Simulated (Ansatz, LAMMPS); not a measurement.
**Amorphous 29Ga2O3-71GeO2 (mol %) (86 atoms): a short ab initio trajectory**

Aim: follow amorphous 29Ga2O3-71GeO2 (mol %) (86 atoms) for a short time with forces from DFT, then look at structure and electrons in the last frame.

Calculated with Ansatz 0.2.0; Kohn-Sham DFT, PBE, PAW (set soft_2), plane waves.

## (1) Set-up

The cell holds 86 atoms: 14 Ga, 17 Ge and 55 O. Cell: a = 10.944 Å, b = 10.944 Å, c = 10.944 Å, α = 90.0°, β = 90.0°, γ = 90.0°. 86 atoms (14 Fe, 17 Ge, 55 O) placed at random at 3.74 g/cm³, melted at 5000 K for 10 ps at fixed volume with the Morse and Coulomb pair potential with partial charges (Pedone, Malavasi, Menziani, Cormack and Segre, J. Phys. Chem. B 110, 11780 (2006)). Quenched from 5000 K to 300 K at 100 K/ps and fixed volume, held 5 ps, then minimised at fixed cell. Then Fe was replaced by Ga and the cell scaled by 1.006 (the potential has no terms for the new elements, so the cell is a start for a DFT relaxation).

Before any run, some limits are plain. The quench rate of 100 K/ps far exceeds what a furnace or splat quench reaches, so expect more defects and frozen-in strain than in a real sample. The network of bonds at the start is that of the classical potential that made the cell. The Brillouin zone is sampled at Γ only, in a cell whose shortest periodic width is 11 Å.

## (2) Single point at the start

A single point comes first, to see the forces before anything moves.

The input, input.yaml:

```yaml
crystal:
  lattice:
    - [10.94387, 0.0, 0.0]
    - [0.0, 10.94387, 0.0]
    - [0.0, 0.0, 10.94387]
  atoms:
    - { symbol: Ga, position: [0.08249, 0.75111, 0.97763] }
    - { symbol: Ga, position: [0.80927, 0.3933, 0.03783] }
    - { symbol: Ga, position: [0.9255, 0.9024, 0.19581] }
    - { symbol: Ga, position: [0.24964, 0.55693, 0.84363] }
    [... 76 atom lines left out ...]
    - { symbol: O, position: [0.27583, 0.01143, 0.39692] }
    - { symbol: O, position: [0.87371, 0.17834, 0.41362] }
    - { symbol: O, position: [0.58736, 0.08782, 0.03728] }
    - { symbol: O, position: [0.38978, 0.22714, 0.37994] }
    - { symbol: O, position: [0.43661, 0.26314, 0.12857] }
    - { symbol: O, position: [0.63233, 0.64536, 0.96859] }
kpoints:
  mp_grid: { grid: [1, 1, 1] }
hamiltonian:
  xc: pbe
scf:
  occupations: { method: fixed }
output:
  forces: true
  stress: true
```

On the command line:

```bash
$ ansatz run input.yaml --threads 4 --pin off --max-ram 8192MiB --backend cpu --events-out ev --progress --plain --runs-dir out
```

It took 14 s on 4 threads of Arm Neoverse V2, shared host; peak memory 1.8 GiB; 52 s of CPU time.

Numbers from this run:

```
free energy            : -157176.1022 eV
free energy per atom   : -1827.6291 eV/atom
SCF cycles             : 9
pressure               : -0.7348 GPa
r.m.s. force component : 0.8249 eV/Å
longest force          : 2.68 eV/Å
Fermi energy           : 3.823 eV
```

The r.m.s. force component of 0.82 eV/Å and the pressure of -0.73 GPa set the starting point.

Neighbours are counted within 2.23 Å (O-Ge), 2.50 Å (O-Ga).

Length of the force by element and coordination:

| element | coordination | atoms | mean length of the force (eV/Å) | spread | least | most |
| --- | --- | --- | --- | --- | --- | --- |
| Ga | all | 14 | 0.795 | 0.223 | 0.354 | 1.14 |
| Ga | 4 | 1 | 0.805 | 0 | 0.805 | 0.805 |
| Ga | 5 | 9 | 0.861 | 0.158 | 0.507 | 1.05 |
| Ga | 6 | 4 | 0.646 | 0.293 | 0.354 | 1.14 |
| Ge | all | 17 | 1.02 | 0.469 | 0.176 | 2.14 |
| Ge | 4 | 14 | 1.07 | 0.496 | 0.176 | 2.14 |
| Ge | 5 | 3 | 0.774 | 0.149 | 0.588 | 0.954 |
| O | all | 55 | 1.47 | 0.680 | 0.386 | 2.68 |
| O | 2 | 23 | 1.34 | 0.640 | 0.441 | 2.46 |
| O | 3 | 30 | 1.53 | 0.697 | 0.386 | 2.68 |
| O | 4 | 2 | 2.13 | 0.235 | 1.90 | 2.37 |

## (3) Dynamics started at 300 K

A Nosé–Hoover thermostat steers the temperature while disturbing the dynamics little. The time step is 1.0 fs.

Changes to input.yaml since step 2:

```diff
@@ -16 +16,8 @@
   stress: true
+md:
+  timestep: 1.0
+  n_steps: 206
+  ensemble: nvt_nose_hoover
+  temperature: 300
+  initial_velocities: maxwell_boltzmann
+  seed: 8838
```

Wall time 29 min (4 threads); peak memory 2 GiB.

The program notes that the SCF threshold is loose for the stress and it switched symmetry off.

Rows from the run:

| time (fs) | T (K) | potential (meV/atom) | conserved (meV/atom) |
| --- | --- | --- | --- |
| 0.0 | 300 | 0.0 | 0.00 |
| 14.0 | 438 | -17.8 | -0.05 |
| 27.0 | 379 | -10.9 | -0.02 |
| 41.0 | 294 | -1.1 | 0.00 |
| 55.0 | 395 | -15.3 | -0.04 |
| 69.0 | 414 | -19.6 | -0.03 |
| 82.0 | 399 | -20.0 | -0.03 |
| 96.0 | 331 | -13.5 | -0.02 |
| 110.0 | 411 | -25.6 | -0.05 |
| 124.0 | 348 | -19.2 | -0.02 |
| 137.0 | 360 | -22.1 | -0.04 |
| 151.0 | 358 | -23.0 | -0.04 |
| 165.0 | 350 | -23.3 | -0.03 |
| 179.0 | 370 | -27.3 | -0.05 |
| 192.0 | 351 | -26.3 | -0.04 |
| 206.0 | 333 | -25.6 | -0.03 |

Mean square displacement from the first frame to the last: Ga 0.11 Å², Ge 0.057 Å², O 0.12 Å².

Table of mean square displacement by time lag:

| time lag (fs) | Ga (Å²) | Ge (Å²) | O (Å²) |
| --- | --- | --- | --- |
| 1.0 | 1.1e-5 | 1.4e-5 | 5.8e-5 |
| 5.0 | 2.7e-4 | 3.4e-4 | 0.00142 |
| 9.0 | 8.7e-4 | 0.00109 | 0.00444 |
| 13.0 | 0.00178 | 0.00220 | 0.00874 |
| 18.0 | 0.00330 | 0.00401 | 0.0151 |
| 22.0 | 0.00479 | 0.00570 | 0.0204 |
| 26.0 | 0.00648 | 0.00753 | 0.0254 |
| 30.0 | 0.00833 | 0.00943 | 0.0299 |
| 35.0 | 0.0108 | 0.0118 | 0.0348 |
| 39.0 | 0.0129 | 0.0137 | 0.0382 |
| 43.0 | 0.0150 | 0.0155 | 0.0413 |
| 47.0 | 0.0172 | 0.0172 | 0.0443 |
| 52.0 | 0.0200 | 0.0193 | 0.0479 |
| 56.0 | 0.0222 | 0.0209 | 0.0507 |
| 60.0 | 0.0245 | 0.0224 | 0.0535 |
| 64.0 | 0.0268 | 0.0239 | 0.0563 |
| 69.0 | 0.0297 | 0.0258 | 0.0597 |
| 73.0 | 0.0320 | 0.0273 | 0.0624 |
| 77.0 | 0.0344 | 0.0288 | 0.0652 |
| 81.0 | 0.0368 | 0.0302 | 0.0682 |
| 86.0 | 0.0398 | 0.0321 | 0.0722 |
| 90.0 | 0.0423 | 0.0335 | 0.0755 |
| 94.0 | 0.0447 | 0.0350 | 0.0789 |
| 98.0 | 0.0472 | 0.0365 | 0.0822 |
| 103.0 | 0.0503 | 0.0383 | 0.0862 |

Over the second half of 206 fs the temperature averages 360 K with swings of 20 K r.m.s. The conserved energy stays within 0.05 meV/atom. From first frame to last O has the largest mean square displacement, 0.12 Å² at the end; the farthest move is 0.67 Å. The mean temperature of 360 K lies well off the 300 K of the input, so the thermostat hasn't yet brought the run to equilibrium. The count of bonds goes from 144 in the first frame to 141 in the last, by one set of cutoffs: 5 pairs passed out of them and 2 came within. The run spans 0.21 ps, too short for its means to be equilibrium values.

## (4) Local order late in the run

The g(r) is a mean over the second half; what follows it is taken at the last frame.

Bonds before and after, by the cutoffs listed below:

| pair | bonds before | bonds after | mean before (Å) | mean after (Å) | spread before (Å) | spread after (Å) |
| --- | --- | --- | --- | --- | --- | --- |
| O-Ge | 71 | 70 | 1.765 | 1.805 | 0.057 | 0.065 |
| O-Ga | 73 | 71 | 2.041 | 2.012 | 0.146 | 0.144 |

Density 3.92 g/cm³, 15.24 Å³ an atom.

Mean of 14 frames. g(r), total and by pair (bins of 0.2 Å):

| r (Å) | total | O-O | O-Ge | O-Ga | Ge-Ge | Ge-Ga | Ga-Ga |
| --- | --- | --- | --- | --- | --- | --- | --- |
| 1.60 | 0.06 | 0.00 | 0.26 | 0.00 | 0.00 | 0.00 | 0.00 |
| 1.80 | 3.45 | 0.00 | 10.67 | 3.62 | 0.00 | 0.00 | 0.00 |
| 2.00 | 1.58 | 0.00 | 1.02 | 6.38 | 0.00 | 0.00 | 0.00 |
| 2.20 | 0.34 | 0.00 | 0.05 | 1.59 | 0.00 | 0.00 | 0.00 |
| 2.40 | 0.20 | 0.23 | 0.06 | 0.43 | 0.00 | 0.00 | 0.00 |
| 2.60 | 0.76 | 1.52 | 0.06 | 0.40 | 0.00 | 0.18 | 1.15 |
| 2.80 | 1.27 | 2.78 | 0.04 | 0.21 | 0.00 | 0.67 | 1.14 |
| 3.00 | 1.42 | 2.84 | 0.19 | 0.09 | 0.52 | 1.62 | 2.33 |
| 3.20 | 0.93 | 1.20 | 0.36 | 0.28 | 1.60 | 2.25 | 2.92 |
| 3.40 | 1.01 | 0.90 | 0.54 | 0.54 | 3.93 | 2.43 | 3.03 |
| 3.60 | 0.90 | 0.58 | 0.94 | 1.02 | 0.73 | 1.72 | 2.94 |
| 3.80 | 0.93 | 0.57 | 1.12 | 1.42 | 0.00 | 1.28 | 1.23 |
| 4.00 | 0.83 | 0.65 | 1.08 | 1.16 | 0.57 | 0.38 | 0.07 |
| 4.20 | 1.14 | 0.76 | 1.60 | 1.57 | 0.73 | 0.88 | 0.36 |
| 4.40 | 1.14 | 0.63 | 1.93 | 1.60 | 0.42 | 0.49 | 0.39 |
| 4.60 | 1.06 | 0.74 | 1.36 | 1.66 | 0.50 | 0.58 | 0.32 |
| 4.80 | 1.00 | 0.98 | 0.95 | 1.25 | 0.66 | 0.93 | 0.31 |
| 5.00 | 1.11 | 1.28 | 0.84 | 1.02 | 1.58 | 1.13 | 0.96 |
| 5.20 | 1.06 | 1.31 | 0.81 | 0.84 | 1.62 | 0.93 | 1.11 |
| 5.40 | 1.06 | 1.41 | 0.75 | 0.56 | 1.34 | 1.21 | 1.94 |

Bonds by pair of elements; cutoffs follow the first minimum of g(r), held within bounds set by covalent radii, and pairs that aren't listed don't count as bonded:

| pair A-B | cutoff (Å) | bonds | mean length (Å) | spread (Å) | shortest (Å) | B about A | A about B |
| --- | --- | --- | --- | --- | --- | --- | --- |
| O-Ge | 2.27 | 70 | 1.80 | 0.065 | 1.66 | 1.27 | 4.12 |
| O-Ga | 2.48 | 71 | 2.01 | 0.144 | 1.76 | 1.29 | 5.07 |

How many atoms have how many bonded neighbours:

| element | mean | 2 | 3 | 4 | 5 | 6 |
| --- | --- | --- | --- | --- | --- | --- |
| Ga | 5.07 | 0 | 0 | 3 | 7 | 4 |
| Ge | 4.12 | 0 | 0 | 15 | 2 | 0 |
| O | 2.56 | 24 | 31 | 0 | 0 | 0 |

Bond angles, per cent of each kind in bins of 5°:

| angle (°) | O-Ga-O | O-Ge-O | Ga-O-Ge | Ga-O-Ga | Ge-O-Ge |
| --- | --- | --- | --- | --- | --- |
| 65–70 | 1.4 | 0.0 | 0.0 | 0.0 | 0.0 |
| 70–75 | 3.4 | 0.0 | 0.0 | 0.0 | 0.0 |
| 75–80 | 11.5 | 0.0 | 1.8 | 5.1 | 0.0 |
| 80–85 | 8.8 | 4.5 | 0.0 | 10.3 | 0.0 |
| 85–90 | 8.8 | 3.6 | 8.8 | 0.0 | 0.0 |
| 90–95 | 12.2 | 4.5 | 5.3 | 12.8 | 0.0 |
| 95–100 | 8.8 | 13.6 | 5.3 | 15.4 | 0.0 |
| 100–105 | 4.0 | 13.6 | 3.5 | 5.1 | 0.0 |
| 105–110 | 8.8 | 19.1 | 7.0 | 5.1 | 4.8 |
| 110–115 | 4.0 | 16.4 | 8.8 | 10.3 | 0.0 |
| 115–120 | 4.7 | 10.0 | 8.8 | 5.1 | 0.0 |
| 120–125 | 3.4 | 4.5 | 5.3 | 2.6 | 4.8 |
| 125–130 | 2.0 | 2.7 | 10.5 | 7.7 | 9.5 |
| 130–135 | 2.7 | 2.7 | 8.8 | 10.3 | 19.0 |
| 135–140 | 1.4 | 0.9 | 8.8 | 2.6 | 19.0 |
| 140–145 | 0.7 | 0.0 | 7.0 | 2.6 | 14.3 |
| 145–150 | 1.4 | 1.8 | 1.8 | 2.6 | 14.3 |
| 150–155 | 3.4 | 0.9 | 3.5 | 2.6 | 4.8 |
| 155–160 | 5.4 | 0.0 | 0.0 | 0.0 | 9.5 |
| 160–165 | 0.7 | 0.9 | 3.5 | 0.0 | 0.0 |
| 165–170 | 1.4 | 0.0 | 1.8 | 0.0 | 0.0 |
| 170–175 | 1.4 | 0.0 | 0.0 | 0.0 | 0.0 |

Bond angles (no mean is given where the spread exceeds 20°):

| angle | count | mean (°) | spread (°) |
| --- | --- | --- | --- |
| O-Ga-O | 148 | - | - |
| O-Ge-O | 110 | 109 | 14.5 |
| Ga-O-Ge | 57 | - | - |
| Ga-O-Ga | 39 | - | - |
| Ge-O-Ge | 21 | 138 | 12.3 |

Oxygen atoms by the number of network formers (Si, P, Ge, B, Al, As, Ga) bound to them:

| network formers bound to O | O atoms | per cent |
| --- | --- | --- |
| 0 | 0 | 0 |
| 1 | 0 | 0 |
| 2 | 24 | 43.6 |
| 3 | 31 | 56.4 |

Network units: each former by its oxygen neighbours and how many of them bridge to another former:

| former | O neighbours | bridging O | atoms |
| --- | --- | --- | --- |
| Ge | 4 | 4 | 15 |
| Ge | 5 | 5 | 2 |
| Ga | 4 | 4 | 3 |
| Ga | 5 | 5 | 7 |
| Ga | 6 | 6 | 4 |

Bond length by coordination (bonds to H left out):

| element | coordination | atoms | mean bond length (Å) |
| --- | --- | --- | --- |
| Ga | 4 | 3 | 1.90 |
| Ga | 5 | 7 | 2.02 |
| Ga | 6 | 4 | 2.06 |
| Ge | 4 | 15 | 1.80 |
| Ge | 5 | 2 | 1.86 |
| O | 2 | 24 | 1.80 |
| O | 3 | 31 | 1.97 |

Rings of the network by King's shortest-path rule, up to 12 atoms, one path for each pair of neighbours; H, halogens, alkali and alkaline-earth atoms are left out, and the last column divides by all other atoms, bonded or not:

| ring size (atoms) | rings | per network atom |
| --- | --- | --- |
| 4 | 21 | 0.244 |
| 6 | 30 | 0.349 |
| 8 | 59 | 0.686 |
| 10 | 21 | 0.244 |
| 12 | 20 | 0.233 |

For some of the pairs, g(r) has its first main peak near 2.9 Å (O-O), 1.8 Å (O-Ge), 1.9 Å (O-Ga) and 3.4 Å (Ge-Ge). With the cutoffs above, 50 % of Ga atoms have 5, 88 % of Ge atoms have 4 and 56 % of O atoms have 3 bonded neighbours. 44 % of the oxygens bridge two formers (Ge and Ga) and 0 % are non-bridging; 56 % join three. The commonest Ge unit has 4 oxygens, 4 of them shared with other formers (15 of 17 atoms). Rings of 8 atoms are the most common (39 % of those counted); sizes run from 4 to 12, where the search stops.

## (5) Single point at the last frame

The last frame is solved once more, with the analyses that the dynamics left out.

The input, input.yaml:

```yaml
crystal:
  lattice:
    - [10.94387, 0.0, 0.0]
    - [0.0, 10.94387, 0.0]
    - [0.0, 0.0, 10.94387]
  atoms:
    - { symbol: Ga, position: [0.07124, 0.78423, 0.99712] }
    - { symbol: Ga, position: [0.82646, 0.35658, 0.00572] }
    - { symbol: Ga, position: [0.9355, 0.91723, 0.21201] }
    - { symbol: Ga, position: [0.23516, 0.57612, 0.8291] }
    [... 76 atom lines left out ...]
    - { symbol: O, position: [0.316, 0.01208, 0.41] }
    - { symbol: O, position: [0.87208, 0.20926, 0.41831] }
    - { symbol: O, position: [0.55712, 0.07802, 0.02169] }
    - { symbol: O, position: [0.41395, 0.25269, 0.41539] }
    - { symbol: O, position: [0.4469, 0.26531, 0.12326] }
    - { symbol: O, position: [0.63687, 0.6453, 0.98202] }
kpoints:
  mp_grid: { grid: [1, 1, 1] }
hamiltonian:
  xc: pbe
scf:
  occupations: { method: fixed }
output:
  forces: true
  stress: true
  populations: true
  dos:
    method: { smearing: { sigma: 0.15 } }
    de: 0.1
    projected: { site_lists: { Ga: [Ga], Ge: [Ge], O: [O] } }
  eigenvalues: true
  write_density: true
  write_potential: true
  volumetric_format: npy
  elf: true
```

It took 24 s on 4 threads; peak memory 1.9 GiB.

The program notes that the exchange-correlation potential is rough where the density is thin.

Numbers from this run:

| Quantity | Value |
| --- | --- |
| free energy | -157178.3036 eV |
| free energy per atom | -1827.6547 eV/atom |
| SCF cycles | 9 |
| pressure | -2.932 GPa |
| r.m.s. force component | 0.7616 eV/Å |
| longest force | 3.107 eV/Å |
| Fermi energy | 3.88 eV |
| gap (highest filled to lowest empty level) | 1.181 eV |
| spilling of the projection | 0.004452 |

Neighbours are counted within 2.27 Å (O-Ge), 2.48 Å (O-Ga), the cutoffs taken from the dynamics.

Length of the force by element and coordination:

| element | coordination | atoms | mean length of the force (eV/Å) | spread | least | most |
| --- | --- | --- | --- | --- | --- | --- |
| Ga | all | 14 | 1.10 | 0.444 | 0.351 | 1.72 |
| Ga | 4 | 3 | 1.16 | 0.301 | 0.760 | 1.48 |
| Ga | 5 | 7 | 1.16 | 0.429 | 0.351 | 1.65 |
| Ga | 6 | 4 | 0.957 | 0.520 | 0.434 | 1.72 |
| Ge | all | 17 | 1.68 | 0.779 | 0.526 | 3.11 |
| Ge | 4 | 15 | 1.71 | 0.752 | 0.566 | 3.11 |
| Ge | 5 | 2 | 1.45 | 0.925 | 0.526 | 2.38 |
| O | all | 55 | 1.01 | 0.534 | 0.0806 | 2.42 |
| O | 2 | 24 | 0.952 | 0.573 | 0.0806 | 2.11 |
| O | 3 | 31 | 1.05 | 0.498 | 0.16 | 2.42 |

Löwdin charges by element and coordination (they lack the spilled electrons, 0.039 e an atom on average):

| element | coordination | atoms | mean charge (e) | spread | least | most |
| --- | --- | --- | --- | --- | --- | --- |
| Ga | all | 14 | 1.05 | 0.0337 | 1.00 | 1.11 |
| Ga | 4 | 3 | 1.10 | 0.0077 | 1.09 | 1.11 |
| Ga | 5 | 7 | 1.04 | 0.0226 | 1.01 | 1.09 |
| Ga | 6 | 4 | 1.02 | 0.015 | 1.00 | 1.04 |
| Ge | all | 17 | 1.56 | 0.0295 | 1.51 | 1.62 |
| Ge | 4 | 15 | 1.56 | 0.0295 | 1.51 | 1.62 |
| Ge | 5 | 2 | 1.54 | 0.0127 | 1.52 | 1.55 |
| O | all | 55 | -0.689 | 0.0278 | -0.753 | -0.630 |
| O | 2 | 24 | -0.711 | 0.0209 | -0.753 | -0.671 |
| O | 3 | 31 | -0.671 | 0.0193 | -0.706 | -0.630 |

States in the cell by windows of 1 eV, zero at the Fermi level; the larger projections on atomic orbitals stand beside the total:

| from (eV) | to (eV) | total | O p | Ge p | O s | Ga d |
| --- | --- | --- | --- | --- | --- | --- |
| -18 | -17 | 50.7 | 0.4 | 4.9 | 38.1 | 2.3 |
| -17 | -16 | 16.7 | 0.1 | 1.5 | 12.9 | 0.9 |
| -16 | -15 | 0.1 | 0.0 | 0.0 | 0.0 | 0.0 |
| -15 | -14 | 10.8 | 0.2 | 0.0 | 0.1 | 10.6 |
| -14 | -13 | 113.7 | 1.7 | 0.3 | 2.1 | 109.0 |
| -13 | -12 | 15.4 | 0.3 | 0.0 | 0.9 | 14.0 |
| -12 | -10 | 0.0 | 0.0 | 0.0 | 0.0 | 0.0 |
| -10 | -9 | 6.1 | 3.3 | 0.2 | 0.3 | 0.1 |
| -9 | -8 | 11.9 | 6.6 | 0.4 | 0.8 | 0.2 |
| -8 | -7 | 12.1 | 7.0 | 0.6 | 0.8 | 0.1 |
| -7 | -6 | 20.0 | 12.5 | 1.4 | 0.8 | 0.2 |
| -6 | -5 | 27.8 | 19.5 | 3.7 | 0.8 | 0.2 |
| -5 | -4 | 36.7 | 27.1 | 4.2 | 1.1 | 0.3 |
| -4 | -3 | 41.6 | 33.2 | 2.9 | 1.3 | 0.3 |
| -3 | -2 | 62.0 | 55.3 | 1.9 | 1.2 | 0.3 |
| -2 | -1 | 80.2 | 76.1 | 1.0 | 0.7 | 0.4 |
| -1 | 0 | 30.4 | 29.2 | 0.2 | 0.2 | 0.1 |
| 0 | 1 | 1.3 | 1.2 | 0.0 | 0.0 | 0.0 |
| 1 | 2 | 2.0 | 0.4 | 0.0 | 0.4 | 0.0 |
| 2 | 3 | 5.5 | 1.7 | 0.4 | 0.8 | 0.0 |
| 3 | 4 | 12.3 | 3.5 | 1.0 | 1.6 | 0.0 |
| 4 | 5 | 18.8 | 5.4 | 1.9 | 1.9 | 0.0 |

With fixed occupations the program's Fermi level is the highest filled level; weight inside the gap is the broadening of levels at its edges.

Between -26 and -18 eV lie 212 more states.

The levels nearest the highest filled one (over half full), pooled over k-points and spins:

| level less the highest filled one (eV) | occupation |
| --- | --- |
| -0.563 | 2 |
| -0.501 | 2 |
| -0.412 | 2 |
| -0.402 | 2 |
| -0.359 | 2 |
| 0 | 2 |
| 1.18 | 0 |
| 2.55 | 0 |
| 2.84 | 0 |
| 2.93 | 0 |
| 3.03 | 0 |
| 3.32 | 0 |

Mean Löwdin charges: Ga +1.05, Ge +1.56, O -0.69 e (they miss 0.45 % of the electrons, so they add up to more than the cell's charge).

## (6) Summary of results

* mean temperature, second half: 360.3 K
* temperature swing, second half: 20.19 K
* mean pressure, second half: -2.824 GPa
* slope of the conserved energy against time, by least squares: -0.0929 meV/atom/ps
* free energy per atom: -1827.6547 eV/atom
* pressure: -2.932 GPa
* r.m.s. force component: 0.7616 eV/Å
* gap (highest filled to lowest empty level): 1.181 eV
* wall time of the 3 DFT runs: 29 min

What this shows: Over the second half of 206 fs the temperature averages 360 K with swings of 20 K r.m.s. The conserved energy stays within 0.05 meV/atom. The mean temperature of 360 K lies well off the 300 K of the input, so the thermostat hasn't yet brought the run to equilibrium. The count of bonds goes from 144 in the first frame to 141 in the last, by one set of cutoffs: 5 pairs passed out of them and 2 came within. The run spans 0.21 ps, too short for its means to be equilibrium values. With the cutoffs above, 50 % of Ga atoms have 5, 88 % of Ge atoms have 4 and 56 % of O atoms have 3 bonded neighbours. 44 % of the oxygens bridge two formers (Ge and Ga) and 0 % are non-bridging; 56 % join three.

Between filled and empty levels lie 1.18 eV (at Γ alone); a semilocal functional tends to put such gaps too low. In a disordered cell it changes from sample to sample, and tail or defect levels can set it.

**Limits.** The network of bonds at the start is that of the classical potential that made the cell; in DFT 5 of its 144 bonded pairs passed out of the cutoffs and 2 came within them. The pressure of -2.9 GPa is that of one thermal frame at a volume set beforehand, without the kinetic term.

[Logs are printed without paths, hosts, clocks, repeated set-up lines and the standing remarks that a program may print on its own settings, such as how far it seeks lower states.]

[Hosts, paths, dates, database ids (printed as entryN), source tags and the programs' standing remarks are cut or masked in the printed files.]
